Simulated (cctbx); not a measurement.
## Reading a Patterson map

Space group Fd-3m (no. 227, origin choice 1), a = 13.1040 Å, b = 13.1040 Å, c = 13.1040 Å, α = 90.00°, β = 90.00°, γ = 90.00°, content W16 Er16 S56.

The data are simulated with cctbx, not measured: Mo Kα, λ = 0.71073 Å, to d = 0.65 Å, 80 % of the full sphere, strongest reflection 70000 counts, noise from counting, a 3 % proportional error and a noise floor of 4 counts (s.d.); no absorption.

Patterson synthesis, origin scaled to 1000:

```text
Patterson group F m -3 m
      u       v       w   height  length (A)
  0.000   0.000   0.000   1000.0     0.00
  0.000   0.250   0.250    928.2     4.63
  0.000   0.000   0.500    892.9     6.55
  0.128   0.128   0.372     96.0     5.42
  0.120   0.120   0.120     86.1     2.73
  0.250   0.250   0.250      3.0     5.67
  0.018   0.018   0.274      2.3     3.61
  0.070   0.070   0.070     -0.3     1.59
  0.000   0.000   0.127     -0.7     1.67
  0.128   0.250   0.250     -0.8     4.93
  0.070   0.180   0.180     -1.0     3.45
  0.000   0.122   0.250     -1.1     3.64
  0.070   0.180   0.320     -1.1     4.90
  0.000   0.000   0.372     -1.3     4.87
```

**Question.** Which atom pairs make the peaks, and where is the heaviest atom?

A peak at u stands for all pairs with xi − xj = u, with weight Σ ZiZj against Σ Z² = 175936 at the origin. Peak heights follow these weights only roughly, since form factors, motion and series ripples differ, all vectors within 0.55 Å of a peak are counted as merged into it though the farther ones add only part of their weight, and F(000) is left out, which lowers the whole map:

| u | v | w | shortest length (Å) | height | 1000 ΣZiZj/ΣZ² | pairs in the cell |
| --- | --- | --- | --- | --- | --- | --- |
| 0.000 | 0.250 | 0.250 | 4.63 | 928 | 940 | 16 × W–Er, 8 × W–W, 8 × Er–Er, 16 × S–S |
| 0.000 | 0.000 | 0.500 | 6.55 | 893 | 915 | 32 × W–Er |
| 0.128 | 0.128 | 0.372 | 5.42 | 96 | 364 | 32 × W–S, 24 × Er–S |
| 0.120 | 0.120 | 0.120 | 2.72 | 86 | 359 | 32 × Er–S, 24 × W–S |

The table stops at ten peaks or at a height of 45, below which ripples compete. In the model behind the data W, the heaviest element, has 1 independent site: (1/8, 7/8, 3/8), up to an allowed shift of origin; the W–W vectors are differences of these positions and their symmetry mates. Elements of similar Z can't be told apart from the map alone. The whole model:

| atom | mult. | x | y | z | Ueq (Å²) |
| --- | --- | --- | --- | --- | --- |
| W1 | 16 | 1/8 | 7/8 | 3/8 | 0.0122 |
| Er1 | 16 | 7/8 | 7/8 | 1/8 | 0.0260 |
| S1 | 8 | 1/2 | 0 | 1/2 | 0.0288 |
| S2 | 48 | 1/4 | 0.9677 | 1/4 | 0.0253 |

This is a model crystal, built by substitution and not relaxed, with assumed displacement parameters.

[Logs are printed without paths, hosts, clocks, repeated set-up lines and the standing remarks that a program may print on its own settings, such as how far it seeks lower states.]
